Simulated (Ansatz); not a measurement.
# How fast states decay through YLuCl6, part 4 of 4

A new crystal, YLuCl6: structure, gap and complex bands. It is built by putting Y for part of the Lu in the LuCl3 structure of space group P6_3/mmc, with the volume rescaled by atomic radii. The parent structure comes from the Materials Project.

Ansatz 0.2.0; r2SCAN DFT, plane waves, PAW files (the session's first sound run).

So far, gap on the k-mesh (eV): step 3 (band edges, r2SCAN) 4.06; step 4 (complex bands, r2SCAN) 4.05; step 6 (band edges at another level, cutoff 420 eV, PBEsol) 3.47; step 7 (complex bands at another level, cutoff 420 eV, PBEsol) 3.47; step 8 (a repeat with changed settings: output.transmission.temperature = 77.0, r2SCAN) 4.05.

The structure was built from a prototype and need not be the compound's stable phase.

## Step 9: A check of the settings: hamiltonian.hubbard

This step: r2SCAN DFT, plane waves, PAW files; complex bands by layer matching along the plane's normal; changed: hamiltonian.hubbard = {"sites": [{"species": "Y", "l": "d", "u_eff": 4.0}], "double_counting": "amf"} (Ansatz 0.2.0).

This run repeats an earlier one, its twin (the complex run, plane (100)), with two settings changed (hamiltonian.hubbard.sites, hamiltonian.hubbard.double_counting; files written aside). It is meant to test what a Hubbard term shifts. Where the input is shown as a difference, that is against the step before, not the twin.

The input, input.yaml:

```yaml
crystal:
  lattice:
    - [9.497891739, 0.0, 0.0]
    - [0.0, 3.544814328, 0.0]
    - [4.74894587, 0.0, 8.225415528]
  atoms:
    - { symbol: "Y", position: [0.6666666667, 0.25, 0.6666666667] }
    - { symbol: Lu, position: [0.3333333333, 0.75, 0.3333333333] }
    - { symbol: Cl, position: [0.4268982582, 0.75, 0.7865508709] }
    - { symbol: Cl, position: [0.7865508709, 0.75, 0.4268982582] }
    - { symbol: Cl, position: [0.7865508709, 0.75, 0.7865508709] }
    - { symbol: Cl, position: [0.5673498557, 0.25, 0.2163250721] }
    - { symbol: Cl, position: [0.2163250721, 0.25, 0.5673498557] }
    - { symbol: Cl, position: [0.2163250721, 0.25, 0.2163250721] }
kpoints:
  mp_grid: { grid: [4, 6, 4] }
scf:
  occupations: { method: fixed }
hamiltonian:
  xc: r2scan
  hubbard: { sites: [{ species: "Y", l: d, u_eff: 4.0 }], double_counting: amf }
output:
  eigenvalues: true
  transmission:
    leads: [[0, 0]]
    kpoints: [[0.0, 0.0], [0.0, 0.1667]]
    e_range: [-1.0, 5.05]
    de: 0.15
```

Started as:

```bash
> ansatz run input.yaml --threads 2 --pin off --max-ram 4096MiB --backend cpu --events-out ev --progress --plain --runs-dir out
```

Numbers of over 12 decimals in the logs are rounded to 6 here.

Log:

```text
Y: projections on atomic orbitals take those of the free atom [Ar 3d10] 4s2 4p6 4d1 5s2, of charge +0.00 (hamiltonian.pseudopotentials.projection_atoms); the dataset's partial waves leave at most 3.7e-6 of an orbital's norm unspanned inside its sphere
Lu: projections on atomic orbitals take those of the free atom [Kr 4d10] 4f14 5s2 5p6 5d1 6s2, of charge +0.00 (hamiltonian.pseudopotentials.projection_atoms); the dataset's partial waves leave at most 5.1e-5 of an orbital's norm unspanned inside its sphere
Cl: projections on atomic orbitals take those of the free atom [Ne] 3s2 3p5, of charge +0.00 (hamiltonian.pseudopotentials.projection_atoms); the dataset's partial waves leave at most 2.1e-7 of an orbital's norm unspanned inside its sphere
[...]
Crystal: 8 atoms, lattice volume = 276.935 Å³
Basis set: ecut = 500 eV, 7081 PW (Γ), exchange–correlation on 288×108×288 points (64 copies of the dense FFT grid, shifted against one another)
Bands: 47, of which v1, the nominal top of the filled ones, is band 39 counted from 1 (38 counted from 0)
Symmetry: 12 space group operations
[...]
k-points: 16 of 96 (time reversal used)
[...]
SCF iter   1: F=—  HF=-25134.178628 eV  |F-HF|=—  |Δ(HF+E_count)|=         —  Δρ=7.77e-2  dr2=4.35e1  dr2_τ=1.37e0  ethr=3.10e-3  ⟨swp⟩=5.1  Hψ=3019  notcnv=0  defer=80
[...]
SCF iter  11: F=-25124.587483 eV  HF=-25124.587483 eV  |F-HF|=5.46e-11  |Δ(HF+E_count)|=   1.07e-7  Δρ=1.19e-6  dr2=1.19e-8  dr2_τ=4.54e-10  ethr=1.28e-10  ⟨swp⟩=11.7  Hψ=2623  notcnv=0
SCF 1 converged in 11 iterations: F = -25124.587483 eV  dr2 = 1.19e-8
[...]
transmission: 14 of 28 steps passed
transmission: 28 of 28 steps passed
SCF converged after 11 iterations
Free energy (F): -25124.587483 eV
[...]
Internal energy: -25124.587483 eV  (E = F + TS)
E sigma→0 (E₀):  -25124.587483 eV
Fermi energy:    0.305627 eV
[...]
DFT+U double counting: amf (around mean field; hamiltonian.hubbard.double_counting)
--- Band table (eV; the first three rows and the last of 16) ---
  k-point 0: bands = [... 35 lower, -0.3051, -0.2513, -0.0637, 0.3005, 4.4507, 4.8781, 6.4411, 6.4411, ... 4 higher]
  k-point 1: bands = [... 35 lower, -0.2548, -0.2339, -0.0794, 0.2040, 4.5252, 4.8426, 6.4536, 6.4657, ... 4 higher]
  k-point 2: bands = [... 35 lower, -0.2118, -0.1822, -0.0997, 0.0417, 4.6324, 4.7748, 6.4670, 6.4955, ... 4 higher]
  k-point 15: bands = [... 35 lower, -0.2115, -0.1763, 0.1090, 0.1254, 5.9675, 6.0489, 6.0645, 6.1653, ... 4 higher]
Occupation matrices written to <dir>
--- Transmission ---
  basis      : 355 plane waves across, 14 finite elements along
  points     : 2, as listed
[...]
crystal 0  : Cl6Lu1Y1, at the sites [0, 0], period 8.2254 Å: whole cells are its period
[...]
channels       : 0.000000e0 a spin
[...]
slowest decay  : 0.5158 /Å at (0.0000, 0.0000)
```

Run time: 2.1 min. Hardware: 2 threads of Intel Xeon Platinum 8488C (Sapphire Rapids), shared host; peak memory 2.2 GiB.

Numbers from this step:

| Item | Value |
| --- | --- |
| free energy | -25124.5875 eV |
| Fermi energy | 0.3056 eV |
| gap on the k-mesh | 4.145 eV |
| level to which the leads are filled | 2.073 eV from the Fermi level |
| decay constant at the filling level, zone centre | 0.5158 Å⁻¹ |
| decay constant at the filling level, slowest listed point | 0.5158 Å⁻¹ |

K parallel (0, 0); values up to 1.5 1/Å, a degenerate pair printed once or twice; energies at which all values exceed this have no row. Im kz of the slowest decaying states against energy, zero at the highest filled level on the SCF mesh:

```
energy (eV)  decay 1 (Å⁻¹)  decay 2 (Å⁻¹)  decay 3 (Å⁻¹)  decay 4 (Å⁻¹)
      -1.00         0.0754          0.150          0.184          0.297
      -0.70          0.147          0.222          0.420          0.722
      -0.40         0.0788          0.289          0.335          0.457
      -0.10          0.377          0.534          0.562          0.568
       0.05          0.138          0.405          0.592          0.595
       0.20          0.258          0.428          0.615          0.643
       0.50          0.385          0.462          0.648          0.707
       0.80          0.469          0.486          0.669          0.700
       1.10          0.502          0.533          0.682          0.692
       1.40          0.511          0.585          0.681          0.691
       1.70          0.516          0.631          0.668          0.696
       2.00          0.516          0.653          0.672          0.698
       2.30          0.511          0.636          0.698          0.711
       2.60          0.500          0.617          0.696          0.753
       2.90          0.481          0.596          0.693          0.797
       3.20          0.452          0.574          0.687          0.794
       3.50          0.406          0.552          0.680          0.790
       3.80          0.328          0.530          0.671          0.783
       4.10          0.136          0.507          0.659          0.761
       4.40          0.085          0.480          0.641          0.738
       4.70          0.406          0.609          0.687          0.714
       5.00          0.447          0.533          0.651          0.671
```

K parallel (0, 0.1667); values up to 1.5 1/Å, a degenerate pair printed once or twice; energies at which all values exceed this have no row. The Im kz of the slowest decaying states by energy, zero at the highest filled level on the SCF mesh:

```
energy (eV)  decay 1 (Å⁻¹)  decay 2 (Å⁻¹)  decay 3 (Å⁻¹)  decay 4 (Å⁻¹)
      -1.00          0.194          0.218          0.427          0.580
      -0.55          0.150          0.478          0.624          0.846
      -0.10          0.423          0.569          0.632          0.727
       0.05          0.136          0.456          0.631          0.657
       0.35          0.338          0.504          0.692          0.722
       0.65          0.439          0.536          0.715          0.735
       1.10          0.539          0.567          0.735          0.736
       1.55          0.584          0.610          0.727          0.748
       2.00          0.590          0.662          0.712          0.754
       2.45          0.588          0.691          0.702          0.756
       2.90          0.577          0.663          0.732          0.753
       3.35          0.553          0.632          0.748          0.751
       3.65          0.525          0.611          0.742          0.758
       4.10          0.455          0.581          0.731          0.761
       4.55          0.313          0.551          0.714          0.755
       5.00         0.0953          0.518          0.684          0.739
```

The least decay constant is 0.516 Å⁻¹ against 0.515 Å⁻¹ in the twin: no change within 1 %.

## Step 10: Results

```yaml
band_gap: 4.05 eV
least_decay_constant_at_mid_gap_normal_to_100: 0.515 Å⁻¹
least_decay_constant_on_a_mesh_normal_to_100: 0.515 Å⁻¹
least_decay_constant_pbesol: 0.489 Å⁻¹
```

**Reading.** With r2SCAN, the slowest decay at the wavevectors tried is κ = 0.515 Å⁻¹, normal to (100). Through such a film the transmission near mid-gap falls as exp(−2κd), a factor of ten every 2.2 Å. A free electron under a barrier of half the gap would need a mass of 0.50 mₑ to decay at this rate. With PBEsol the gap goes from 4.05 to 3.47 eV and the decay constant, over the first 2 listed wavevectors, from 0.515 to 0.489 Å⁻¹. The compound is made up by substitution; its stability against other phases and against distortions of the cell's symmetry was not tested. r2SCAN still narrows gaps, if less than LDA and GGA do, so real decay constants are likely larger.

[Logs are printed without paths, hosts, clocks, repeated set-up lines and the standing remarks that a program may print on its own settings, such as how far it seeks lower states.]

[Hosts, paths, dates, database ids (printed as entryN), source tags and the programs' standing remarks are cut or masked in the printed files.]
